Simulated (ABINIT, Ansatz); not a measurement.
# GaBiSe3 (Pm-3m): zone-centre phonons

Wanted: the vibrations of GaBiSe3 (Pm-3m) at Γ, by two programs.

Program: ABINIT 10.8.3. Level of theory: DFT LDA, scalar-relativistic, plane waves, HGH norm-conserving pseudopotentials. Results are calculated unless marked as measured.

The structure was built from a prototype and need not be the compound's stable phase.

## Step 1: Set-up

It takes space group Pm-3m (No. 221, cubic). The conventional cell has a = 5.044 Å, b = 5.044 Å, c = 5.044 Å, α = 90.00°, β = 90.00°, γ = 90.00°. Nearest to Bi lie 12 Se at 3.57 Å. Ga has 6 Se at 2.52 Å nearest. Se has 2 Ga at 2.52 Å nearest. Farther neighbours and most contacts between anions are not listed.

## Step 2: A probe with smearing

A first run with smearing and empty bands tells whether the crystal has a gap, which decides between fixed occupations and smearing later on.

probe.abi

```
# ground state
tolvrs 1.0d-08
prtden 1
prtwf 1

# basis, mesh and filling
ecut 20.0
ixc 7
ngkpt 4 4 4
nshiftk 1
shiftk 0.0 0.0 0.0
istwfk *1
occopt 7
tsmear 0.005
nband 20
nstep 100
diemac 9.0
prtebands 0
prtgsr 0

# cell and atoms
acell 3*1.0 Angstrom
rprim 
    5.044 0.0 0.0
    0.0 5.044 0.0
    0.0 0.0 5.044
ntypat 3
znucl 83 31 34
natom 5
typat 1 2 3 3 3
xred 
    0.0 0.0 0.0
    0.5 0.5 0.5
    0.5 0.5 0.0
    0.5 0.0 0.5
    0.0 0.5 0.5
pp_dirpath "./pseudo"
pseudos "Bi.hgh, Ga.hgh, Se.hgh"
```

On the command line:

```
OMP_NUM_THREADS=1 mpirun -n 4 abinit probe.abi > probe.log
```

Numbers of over 12 decimals in the logs are rounded to 6 here.

probe.abo, the main output file:

```text
[banners, grids, parts of the stress and lines that vanish by symmetry left out]
- input  file    -> probe.abi
- output file    -> probe.abo
- root for input  files -> probei
[...]
Symmetries : space group Pm -3 m (#221); Bravais cP (primitive cubic)
[...]
mpw =        3743          nfft =       64000          nkpt =          10
[...]
== DATASET  1 ==================================================================
[...]
cutoff_energies: {ecut:  20.0, pawecutdg:  -1.0, }
[...]
Exchange-correlation functional for the present dataset will be:
  LDA: Perdew-Wang 92 LSD fit to Ceperley-Alder data - ixc=7
[...]
ETOT  1  -36.123885383519    -3.612E+01 1.976E-02 8.541E+02
 ETOT  2  -36.159922275047    -3.604E-02 2.788E-03 6.243E+02
 ETOT  3  -36.338145809852    -1.782E-01 1.805E-03 4.075E+01
 ETOT  4  -36.348210264785    -1.006E-02 2.596E-04 4.168E-01
 ETOT  5  -36.348337764785    -1.275E-04 9.639E-05 1.020E-03
 ETOT  6  -36.348337933753    -1.690E-07 6.127E-05 2.376E-04
 ETOT  7  -36.348337986333    -5.258E-08 2.100E-05 2.549E-05
 ETOT  8  -36.348337993017    -6.684E-09 2.700E-05 1.268E-08
 ETOT  9  -36.348337993020    -2.593E-12 1.289E-05 3.836E-09
 At SCF step    9       vres2   =  3.84E-09 < tolvrs=  1.00E-08 =>converged.
[...]
sigma(1 1)=  2.74663793E-04  sigma(3 2)=  0.00000000E+00
  sigma(2 2)=  2.74663793E-04  sigma(3 1)=  0.00000000E+00
  sigma(3 3)=  2.74663793E-04  sigma(2 1)=  0.00000000E+00
[...]
convergence: {deltae: -2.593E-12, res2:  3.836E-09, residm:  1.289E-05, diffor: null, }
etotal    :  -3.63483380E+01
[...]
sigma(1 1)=  2.74663793E-04  sigma(3 2)=  0.00000000E+00
  sigma(2 2)=  2.74663793E-04  sigma(3 1)=  0.00000000E+00
  sigma(3 3)=  2.74663793E-04  sigma(2 1)=  0.00000000E+00
[...]
- sigma(1 1)=  8.08088778E+00  sigma(3 2)=  0.00000000E+00
- sigma(2 2)=  8.08088778E+00  sigma(3 1)=  0.00000000E+00
- sigma(3 3)=  8.08088778E+00  sigma(2 1)=  0.00000000E+00
[...]
fcart     -0.0000000000E+00 -0.0000000000E+00 -0.0000000000E+00
           strten      2.7466379302E-04  2.7466379302E-04  2.7466379302E-04
================================================================================

[key lines of the parts left out:]
pressure_GPa:  -8.0809E+00
```

Run time: 8.6 s. Hardware: 4 MPI ranks of Arm Neoverse V1, shared host; 34 s of CPU time.

Numbers from this step:

| Item | Value |
| --- | --- |
| volume per atom | 25.67 Å³ |
| pressure | -8.081 GPa |
| gap on the k-mesh | 0 eV |

No gap opens on this mesh, so smearing is kept; the printed pressure holds the stress of the finite basis too.

## Step 3: Rough relaxation

The typed start is rough, so a first relaxation with smearing and loose thresholds takes it towards rest cheaply.

prerelax.abi

```
# relaxation
ionmov 2
optcell 2
dilatmx 1.15
chkdilatmx 0
ntime 40
tolmxf 3.0d-04
tolvrs 1.0d-10
prtwf 0
prtden 0
chksymtnons 0

# basis, mesh and filling
ecut 21.0
ecutsm 3.0
ixc 7
ngkpt 4 4 4
nshiftk 1
shiftk 0.0 0.0 0.0
istwfk *1
occopt 7
tsmear 0.005
nband 20
nstep 100
diemac 1000000.0
prtebands 0
prtgsr 0

# cell and atoms
acell 3*1.0 Angstrom
rprim 
    5.044 0.0 0.0
    0.0 5.044 0.0
    0.0 0.0 5.044
ntypat 3
znucl 83 31 34
natom 5
typat 1 2 3 3 3
xred 
    0.0 0.0 0.0
    0.5 0.5 0.5
    0.5 0.5 0.0
    0.5 0.0 0.5
    0.0 0.5 0.5
pp_dirpath "./pseudo"
pseudos "Bi.hgh, Ga.hgh, Se.hgh"
```

On the command line:

```
OMP_NUM_THREADS=1 mpirun -n 4 abinit prerelax.abi > prerelax.log
```

prerelax.abo, the main output file:

```text
[banners, grids, parts of the stress and lines that vanish by symmetry left out]
- input  file    -> prerelax.abi
- output file    -> prerelax.abo
- root for input  files -> prerelaxi
[...]
Symmetries : space group Pm -3 m (#221); Bravais cP (primitive cubic)
[...]
mpw =        6090          nfft =      110592          nkpt =          10
[...]
== DATASET  1 ==================================================================
[...]
cutoff_energies: {ecut:  21.0, pawecutdg:  -1.0, }
[...]
Exchange-correlation functional for the present dataset will be:
  LDA: Perdew-Wang 92 LSD fit to Ceperley-Alder data - ixc=7
[...]
ETOT  1  -36.118646532920    -3.612E+01 1.438E-02 1.479E+03
 ETOT  2  -36.274503351945    -1.559E-01 2.088E-03 3.757E+02
 ETOT  3  -36.341759933883    -6.726E-02 1.842E-03 3.860E+01
 ETOT  4  -36.347434192985    -5.674E-03 2.981E-04 7.883E-02
[...]
ETOT  7  -36.362347628380     8.669E-13 1.950E-05 1.814E-11
 At SCF step    7       vres2   =  1.81E-11 < tolvrs=  1.00E-10 =>converged.
[...]
sigma(1 1)=  4.35915787E-07  sigma(3 2)=  0.00000000E+00
  sigma(2 2)=  4.35915787E-07  sigma(3 1)=  0.00000000E+00
  sigma(3 3)=  4.35915787E-07  sigma(2 1)=  0.00000000E+00
[...]
convergence: {deltae:  8.669E-13, res2:  1.814E-11, residm:  1.950E-05, diffor: null, }
etotal    :  -3.63623476E+01
[...]
At Broyd/MD step   5, gradients are converged :
[...]
sigma(1 1)=  4.35915787E-07  sigma(3 2)=  0.00000000E+00
  sigma(2 2)=  4.35915787E-07  sigma(3 1)=  0.00000000E+00
  sigma(3 3)=  4.35915787E-07  sigma(2 1)=  0.00000000E+00
[...]
- sigma(1 1)=  1.28250852E-02  sigma(3 2)=  0.00000000E+00
- sigma(2 2)=  1.28250852E-02  sigma(3 1)=  0.00000000E+00
- sigma(3 3)=  1.28250852E-02  sigma(2 1)=  0.00000000E+00
[...]
fcart     -0.0000000000E+00 -0.0000000000E+00 -0.0000000000E+00
           strten      4.3591578713E-07  4.3591578713E-07  4.3591578713E-07
================================================================================

[key lines of the parts left out:]
pressure_GPa:  -1.2825E-02
Total energy (etotal) [Ha]= -3.63623476283797E+01
```

Elapsed: 56 s, on 4 MPI ranks; 3.7 min of CPU time.

The steps of the relaxation:

| step | energy less that of the first step (eV) | largest force (eV/Å) | volume (Å³) |
| --- | --- | --- | --- |
| 1 | 0.0000 | 0.0000 | 128.33 |
| 2 | -0.1156 | 0.0000 | 125.56 |
| 3 | -0.3857 | 0.0000 | 109.12 |
| 4 | -0.4050 | 0.0000 | 112.73 |
| 5 | -0.4056 | 0.0000 | 112.22 |

| conventional cell, symmetrised | before | after | change |
| --- | --- | --- | --- |
| a (Å) | 5.044 | 4.823 | -4.4 % |
| b (Å) | 5.044 | 4.823 | -4.4 % |
| c (Å) | 5.044 | 4.823 | -4.4 % |
| volume (Å³/atom) | 25.67 | 22.44 | -12.6 % |

Final coordinates:

```
Bi Ga Se
1.0
     4.82339    0.00000    0.00000
     0.00000    4.82339    0.00000
     0.00000    0.00000    4.82339
Bi Ga Se
1 1 3
Direct
  0.00000 0.00000 0.00000
  0.50000 0.50000 0.50000
  0.50000 0.50000 0.00000
  0.50000 0.00000 0.50000
  0.00000 0.50000 0.50000
```

This step gave:

| Quantity | Value |
| --- | --- |
| volume per atom | 22.44 Å³ |
| pressure | -0.01283 GPa |

The volume changes by -12.6 % in this run and stands -12.6 % from the first cell.

## Step 4: Rough relaxation

The cell changed much, so the rough relaxation is repeated on a basis made for the new cell.

prerelax.abi, as its differences from that of step 3:

```diff
@@ -31,5 +31,5 @@
 rprim 
-    5.044 0.0 0.0
-    0.0 5.044 0.0
-    0.0 0.0 5.044
+    4.823386742 0.0 0.0
+    0.0 4.823386742 0.0
+    0.0 0.0 4.823386742
 ntypat 3
```

prerelax.abo, the main output file:

```text
[banners, grids, parts of the stress and lines that vanish by symmetry left out]
- input  file    -> prerelax.abi
- output file    -> prerelax.abo
- root for input  files -> prerelaxi
[...]
Symmetries : space group Pm -3 m (#221); Bravais cP (primitive cubic)
[...]
mpw =        5400          nfft =       91125          nkpt =          10
[...]
== DATASET  1 ==================================================================
[...]
cutoff_energies: {ecut:  21.0, pawecutdg:  -1.0, }
[...]
Exchange-correlation functional for the present dataset will be:
  LDA: Perdew-Wang 92 LSD fit to Ceperley-Alder data - ixc=7
[...]
ETOT  1  -36.174462274691    -3.617E+01 1.693E-02 1.092E+03
 ETOT  2  -36.330123052853    -1.557E-01 4.387E-03 1.445E+02
 ETOT  3  -36.360307585493    -3.018E-02 2.075E-03 1.298E+01
 ETOT  4  -36.362345974981    -2.038E-03 7.846E-04 6.214E-03
 ETOT  5  -36.362347209471    -1.234E-06 1.123E-03 7.608E-04
[...]
ETOT  9  -36.362347320690    -4.114E-12 7.272E-05 5.924E-10
 ETOT 10  -36.362347320689     4.121E-13 2.125E-05 7.416E-13
 At SCF step   10       vres2   =  7.42E-13 < tolvrs=  1.00E-10 =>converged.
[...]
sigma(1 1)=  4.36918995E-07  sigma(3 2)=  0.00000000E+00
  sigma(2 2)=  4.36918995E-07  sigma(3 1)=  0.00000000E+00
  sigma(3 3)=  4.36918995E-07  sigma(2 1)=  0.00000000E+00
[...]
convergence: {deltae:  4.121E-13, res2:  7.416E-13, residm:  2.125E-05, diffor: null, }
etotal    :  -3.63623473E+01
[...]
At Broyd/MD step   1, gradients are converged :
[...]
sigma(1 1)=  4.36918995E-07  sigma(3 2)=  0.00000000E+00
  sigma(2 2)=  4.36918995E-07  sigma(3 1)=  0.00000000E+00
  sigma(3 3)=  4.36918995E-07  sigma(2 1)=  0.00000000E+00
[...]
- sigma(1 1)=  1.28546006E-02  sigma(3 2)=  0.00000000E+00
- sigma(2 2)=  1.28546006E-02  sigma(3 1)=  0.00000000E+00
- sigma(3 3)=  1.28546006E-02  sigma(2 1)=  0.00000000E+00
[...]
fcart     -0.0000000000E+00 -0.0000000000E+00 -0.0000000000E+00
           strten      4.3691899497E-07  4.3691899497E-07  4.3691899496E-07
================================================================================

[key lines of the parts left out:]
pressure_GPa:  -1.2855E-02
Total energy (etotal) [Ha]= -3.63623473206894E+01
```

The job ended after 14 s (4 MPI ranks).

Little changed from the start: no atom moved by 0.005 Å and no cell edge by 0.1 %.

Read from the output:

| Property | Result |
| --- | --- |
| pressure | -0.01285 GPa |

The volume changes by +0.0 % in this run and stands -12.6 % from the first cell.

## Step 5: Relaxing the cell and atoms

The harmonic expansion needs vanishing forces, and a free crystal bears no stress, so cell and atoms are brought to rest. Stress is more sensitive to the basis than forces are: the last 3 Ha under the cutoff are smoothed with ecutsm, and the cutoff is raised above that of the later runs.

relax.abi

```
# relaxation
ionmov 2
optcell 2
dilatmx 1.08
ntime 40
tolmxf 1.0d-05
tolvrs 1.0d-14
prtwf 0
prtden 0
chksymtnons 0

# basis, mesh and filling
ecut 26.0
ecutsm 3.0
ixc 7
ngkpt 6 6 6
nshiftk 1
shiftk 0.0 0.0 0.0
istwfk *1
occopt 3
tsmear 0.01
nband 20
nstep 100
diemac 1000000.0
prtebands 0
prtgsr 0

# cell and atoms
acell 3*1.0 Angstrom
rprim 
    4.823386745 0.0 0.0
    0.0 4.823386745 0.0
    0.0 0.0 4.823386745
ntypat 3
znucl 83 31 34
natom 5
typat 1 2 3 3 3
xred 
    0.0 0.0 0.0
    0.5 0.5 0.5
    0.5 0.5 0.0
    0.5 0.0 0.5
    0.0 0.5 0.5
pp_dirpath "./pseudo"
pseudos "Bi.hgh, Ga.hgh, Se.hgh"
```

On the command line:

```
OMP_NUM_THREADS=1 mpirun -n 4 abinit relax.abi > relax.log
```

relax.abo, the main output file:

```text
[banners, grids, parts of the stress and lines that vanish by symmetry left out]
- input  file    -> relax.abi
- output file    -> relax.abo
- root for input  files -> relaxi
[...]
Symmetries : space group Pm -3 m (#221); Bravais cP (primitive cubic)
[...]
mpw =        6088          nfft =      110592          nkpt =          20
[...]
== DATASET  1 ==================================================================
[...]
cutoff_energies: {ecut:  26.0, pawecutdg:  -1.0, }
[...]
Exchange-correlation functional for the present dataset will be:
  LDA: Perdew-Wang 92 LSD fit to Ceperley-Alder data - ixc=7
[...]
ETOT  1  -36.194235350481    -3.619E+01 2.703E-02 1.316E+03
 ETOT  2  -36.340228437986    -1.460E-01 5.189E-03 2.191E+02
 ETOT  3  -36.375740467860    -3.551E-02 3.283E-03 1.859E+01
 ETOT  4  -36.378255946370    -2.515E-03 1.154E-03 3.939E-01
 ETOT  5  -36.378307439500    -5.149E-05 4.375E-04 4.742E-04
[...]
At SCF step   11       vres2   =  1.79E-15 < tolvrs=  1.00E-14 =>converged.
[...]
sigma(1 1)= -3.00070518E-05  sigma(3 2)=  0.00000000E+00
  sigma(2 2)= -3.00070518E-05  sigma(3 1)=  0.00000000E+00
  sigma(3 3)= -3.00070518E-05  sigma(2 1)=  0.00000000E+00
[...]
convergence: {deltae: -9.805E-13, res2:  1.791E-15, residm:  1.820E-05, diffor: null, }
etotal    :  -3.63783075E+01
[...]
ETOT  1  -36.378281967347    -3.638E+01 1.150E-05 6.374E-01
[...]
At SCF step    9       vres2   =  1.22E-16 < tolvrs=  1.00E-14 =>converged.
[...]
sigma(1 1)= -2.36044879E-05  sigma(3 2)=  0.00000000E+00
  sigma(2 2)= -2.36044879E-05  sigma(3 1)=  0.00000000E+00
  sigma(3 3)= -2.36044879E-05  sigma(2 1)=  0.00000000E+00
[...]
convergence: {deltae: -1.016E-12, res2:  1.222E-16, residm:  3.097E-06, diffor: null, }
etotal    :  -3.63783623E+01
[...]
ETOT  1  -36.377287374813    -3.638E+01 5.162E-06 9.167E+00
[...]
At SCF step    9       vres2   =  5.35E-16 < tolvrs=  1.00E-14 =>converged.
[...]
sigma(1 1)= -4.16666419E-07  sigma(3 2)=  0.00000000E+00
  sigma(2 2)= -4.16666419E-07  sigma(3 1)=  0.00000000E+00
  sigma(3 3)= -4.16666419E-07  sigma(2 1)=  0.00000000E+00
[...]
convergence: {deltae: -6.750E-13, res2:  5.348E-16, residm:  1.040E-06, diffor: null, }
etotal    :  -3.63784537E+01
[...]
ETOT  1  -36.378453375160    -3.638E+01 8.887E-07 2.964E-03
[...]
ETOT  7  -36.378453752374     1.492E-13 3.434E-07 2.687E-14
 ETOT  8  -36.378453752375    -1.421E-12 2.507E-07 2.626E-16
 At SCF step    8       vres2   =  2.63E-16 < tolvrs=  1.00E-14 =>converged.
[...]
sigma(1 1)= -5.94055840E-09  sigma(3 2)=  0.00000000E+00
  sigma(2 2)= -5.94055840E-09  sigma(3 1)=  0.00000000E+00
  sigma(3 3)= -5.94055840E-09  sigma(2 1)=  0.00000000E+00
[...]
convergence: {deltae: -1.421E-12, res2:  2.626E-16, residm:  2.507E-07, diffor: null, }
etotal    :  -3.63784538E+01
[...]
At Broyd/MD step   4, gradients are converged :
[...]
sigma(1 1)= -5.94055840E-09  sigma(3 2)=  0.00000000E+00
  sigma(2 2)= -5.94055840E-09  sigma(3 1)=  0.00000000E+00
  sigma(3 3)= -5.94055840E-09  sigma(2 1)=  0.00000000E+00
[...]
- sigma(1 1)= -1.74777262E-04  sigma(3 2)=  0.00000000E+00
- sigma(2 2)= -1.74777262E-04  sigma(3 1)=  0.00000000E+00
- sigma(3 3)= -1.74777262E-04  sigma(2 1)=  0.00000000E+00
[...]
fcart     -0.0000000000E+00 -0.0000000000E+00 -0.0000000000E+00
           strten     -5.9405583998E-09 -5.9405583989E-09 -5.9405583989E-09
================================================================================

[key lines of the parts left out:]
pressure_GPa:   1.7478E-04
Total energy (etotal) [Ha]= -3.63784537523755E+01
```

Run time: 80 s. Hardware: 4 MPI ranks; 5.3 min of CPU time.

Step by step:

| step | energy less that of the first step (eV) | largest force (eV/Å) | volume (Å³) |
| --- | --- | --- | --- |
| 1 | 0.0000 | 0.0000 | 112.22 |
| 2 | -0.0015 | 0.0000 | 112.52 |
| 3 | -0.0040 | 0.0000 | 113.66 |
| 4 | -0.0040 | 0.0000 | 113.68 |

| conventional cell, symmetrised | before | after | change |
| --- | --- | --- | --- |
| a (Å) | 4.823 | 4.844 | +0.4 % |
| b (Å) | 4.823 | 4.844 | +0.4 % |
| c (Å) | 4.823 | 4.844 | +0.4 % |
| volume (Å³/atom) | 22.44 | 22.74 | +1.3 % |

Final coordinates:

```xyz
5
Lattice="4.8442 0.0000 0.0000 0.0000 4.8442 0.0000 0.0000 0.0000 4.8442" Properties=species:S:1:pos:R:3 pbc="T T T"
Bi    0.0000    0.0000    0.0000
Ga    2.4221    2.4221    2.4221
Se    2.4221    2.4221    0.0000
Se    2.4221    0.0000    2.4221
Se    0.0000    2.4221    2.4221
```

Numbers from this step:

```yaml
volume_per_atom: 22.74 Å³
pressure: 1.75e-4 GPa
```

The volume changes by +1.3 % in this run and stands -11.4 % from the first cell.

## Step 6: Self-consistent run for the response

The response is built on these wavefunctions, so the potential is converged far more tightly than an energy would need. Smearing stays on, as the first look found no gap above 0.3 eV.

gs.abi

```
# ground state
tolvrs 1.0d-16
prtden 1
prtwf 1

# basis, mesh and filling
ecut 20.0
ixc 7
ngkpt 6 6 6
nshiftk 1
shiftk 0.0 0.0 0.0
istwfk *1
occopt 3
tsmear 0.01
nband 20
nstep 100
diemac 1000000.0
prtebands 0
prtgsr 0

# cell and atoms
acell 3*1.0 Angstrom
rprim 
    4.844235996 0.0 0.0
    0.0 4.844235996 0.0
    0.0 0.0 4.844235996
ntypat 3
znucl 83 31 34
natom 5
typat 1 2 3 3 3
xred 
    0.0 0.0 0.0
    0.5 0.5 0.5
    0.5 0.5 0.0
    0.5 0.0 0.5
    0.0 0.5 0.5
pp_dirpath "./pseudo"
pseudos "Bi.hgh, Ga.hgh, Se.hgh"
```

On the command line:

```
OMP_NUM_THREADS=1 mpirun -n 4 abinit gs.abi > gs.log
```

gs.abo, the main output file:

```text
[banners, grids, parts of the stress and lines that vanish by symmetry left out]
- input  file    -> gs.abi
- output file    -> gs.abo
- root for input  files -> gsi
[...]
Symmetries : space group Pm -3 m (#221); Bravais cP (primitive cubic)
[...]
mpw =        3328          nfft =       64000          nkpt =          20
[...]
== DATASET  1 ==================================================================
[...]
cutoff_energies: {ecut:  20.0, pawecutdg:  -1.0, }
[...]
Exchange-correlation functional for the present dataset will be:
  LDA: Perdew-Wang 92 LSD fit to Ceperley-Alder data - ixc=7
[...]
ETOT  1  -36.189521959407    -3.619E+01 2.327E-02 7.649E+02
 ETOT  2  -36.332835126685    -1.433E-01 1.021E-02 1.322E+02
 ETOT  3  -36.369524608930    -3.669E-02 1.776E-03 1.140E+01
 ETOT  4  -36.372239022165    -2.714E-03 4.251E-04 2.305E-01
 ETOT  5  -36.372292862623    -5.384E-05 1.014E-04 5.273E-04
[...]
ETOT 11  -36.372292966016     6.750E-13 6.448E-06 1.386E-15
 ETOT 12  -36.372292966017    -7.390E-13 6.404E-06 4.433E-18
 At SCF step   12       vres2   =  4.43E-18 < tolvrs=  1.00E-16 =>converged.
[...]
sigma(1 1)=  3.70163725E-05  sigma(3 2)=  0.00000000E+00
  sigma(2 2)=  3.70163725E-05  sigma(3 1)=  0.00000000E+00
  sigma(3 3)=  3.70163725E-05  sigma(2 1)=  0.00000000E+00
[...]
convergence: {deltae: -7.390E-13, res2:  4.433E-18, residm:  6.404E-06, diffor: null, }
etotal    :  -3.63722930E+01
[...]
sigma(1 1)=  3.70163725E-05  sigma(3 2)=  0.00000000E+00
  sigma(2 2)=  3.70163725E-05  sigma(3 1)=  0.00000000E+00
  sigma(3 3)=  3.70163725E-05  sigma(2 1)=  0.00000000E+00
[...]
- sigma(1 1)=  1.08905928E+00  sigma(3 2)=  0.00000000E+00
- sigma(2 2)=  1.08905928E+00  sigma(3 1)=  0.00000000E+00
- sigma(3 3)=  1.08905928E+00  sigma(2 1)=  0.00000000E+00
[...]
fcart     -0.0000000000E+00 -0.0000000000E+00 -0.0000000000E+00
           strten      3.7016372469E-05  3.7016372469E-05  3.7016372469E-05
================================================================================

[key lines of the parts left out:]
pressure_GPa:  -1.0891E+00
```

Run time: 16 s. Hardware: 4 MPI ranks; 63 s of CPU time.

Numbers from this step:

| Property | Result |
| --- | --- |
| pressure | -1.089 GPa |

The cell stands at -1.1 GPa: the relaxation ran with a smoothed and higher cutoff, and the difference is a stress of the finite basis.

(Continued in part 2 of 4.)

[Host names and launcher messages were left out of these logs when they were recorded.]

[Logs are printed without paths, hosts, clocks, repeated set-up lines and the standing remarks that a program may print on its own settings, such as how far it seeks lower states.]

[Hosts, paths, dates, database ids (printed as entryN), source tags and the programs' standing remarks are cut or masked in the printed files.]
